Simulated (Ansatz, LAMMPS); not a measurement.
# Static equation of state of glassy 61Al2O3-39P2O5 (mol %) (104 atoms)

Density of this cell: 2.84 g/cm³. The cell holds 104 atoms: 22 Al, 14 P and 68 O. Cell: a = 10.575 Å, b = 10.709 Å, c = 10.914 Å, α = 90.5°, β = 88.0°, γ = 91.4°. The starting structure: 104 atoms (22 Al, 14 P, 68 O) placed at random at 2.66 g/cm³, melted at 4000 K for 10 ps at fixed volume with the Morse and Coulomb pair potential with partial charges (Pedone, Malavasi, Menziani, Cormack and Segre, J. Phys. Chem. B 110, 11780 (2006)). Quenched from 4000 K to 300 K at 50 K/ps and fixed volume, held 10 ps at zero pressure.

Calculated with Ansatz 0.2.0: Kohn-Sham DFT, r2SCAN, PAW (set soft_2), plane waves; cutoff 500 eV, Γ point, fermi-dirac smearing of 0.05 eV. Cell and atoms were relaxed first, to V0 = 11.873 Å³ an atom at a residual P0 = -0.003 GPa. The cell was then scaled evenly, and the atoms were relaxed at each volume.

```
volume (Å³/atom)  pressure (GPa)
          10.686           8.045
          11.161               ?
          11.517           2.171
          12.229          -1.865
          12.585          -3.798
```

Task: Fit the third-order Birch–Murnaghan equation to the rows given and interpolate to the withheld row.

**Working.**

Take the Eulerian strain f = ½[(V0/V)^(2/3) − 1] and the normalised pressure F = (P − P0) / [3f(1 + 2f)^(5/2)]. The third-order Birch–Murnaghan equation is then the line F = B0 + (3/2)B0(B′ − 4) f, so u = f and v = F.

| u = f | v = F (GPa) |
| --- | --- |
| 0.0363834 | 61.8555 |
| 0.0102568 | 67.1731 |
| -0.00975671 | 66.8102 |
| -0.0190504 | 73.1674 |

With n = 4: mean u = 0.00445826, mean v = 67.2516, Σ(u − ū)² = 0.0018076, Σ(u − ū)(v − v̄) = -0.30552. Slope b = -0.30552 / 0.0018076 = -169.03; intercept a = v̄ − b ū = 68.005.

So B0 = a = 68.0 GPa and B′ = 4 + 2b/(3a) = 2.34. At the withheld volume f = 0.02106, F = a + b f = 64.45 GPa, and P = P0 + 3f(1 + 2f)^(5/2) F.

Prediction at 11.161: 4.510 GPa. The run gave 4.847 GPa, so the fit is low by 0.34 GPa (7.0 % of the value).

The series isn't one smooth equation of state: even a line fitted to all rows, the withheld one included, misses F by up to 5.0 %, the count of bonds changes along the series and an atom moves over 0.5 Å in some relaxation. B0 and B′ are then only the numbers of this fit, not moduli of the material. Among the rows given, the largest miss of the fit is at 12.585, by 0.10 GPa (0.85 % of the range of the table).

Limits: Static cells at zero temperature; the cell shape is held. The program notes that the SCF threshold of these relaxations is loose for the stress. The quench rate of 50 K/ps is many orders above laboratory rates, so the cell is likely richer in defects and strain than a real sample. The network of bonds at the start is that of the classical potential that made the cell, and needn't be the one that DFT or experiment would give. Only the Γ point is sampled, in a cell whose shortest periodic width is 11 Å.

[Logs are printed without paths, hosts, clocks, repeated set-up lines and the standing remarks that a program may print on its own settings, such as how far it seeks lower states.]

[Hosts, paths, dates, database ids (printed as entryN), source tags and the programs' standing remarks are cut or masked in the printed files.]
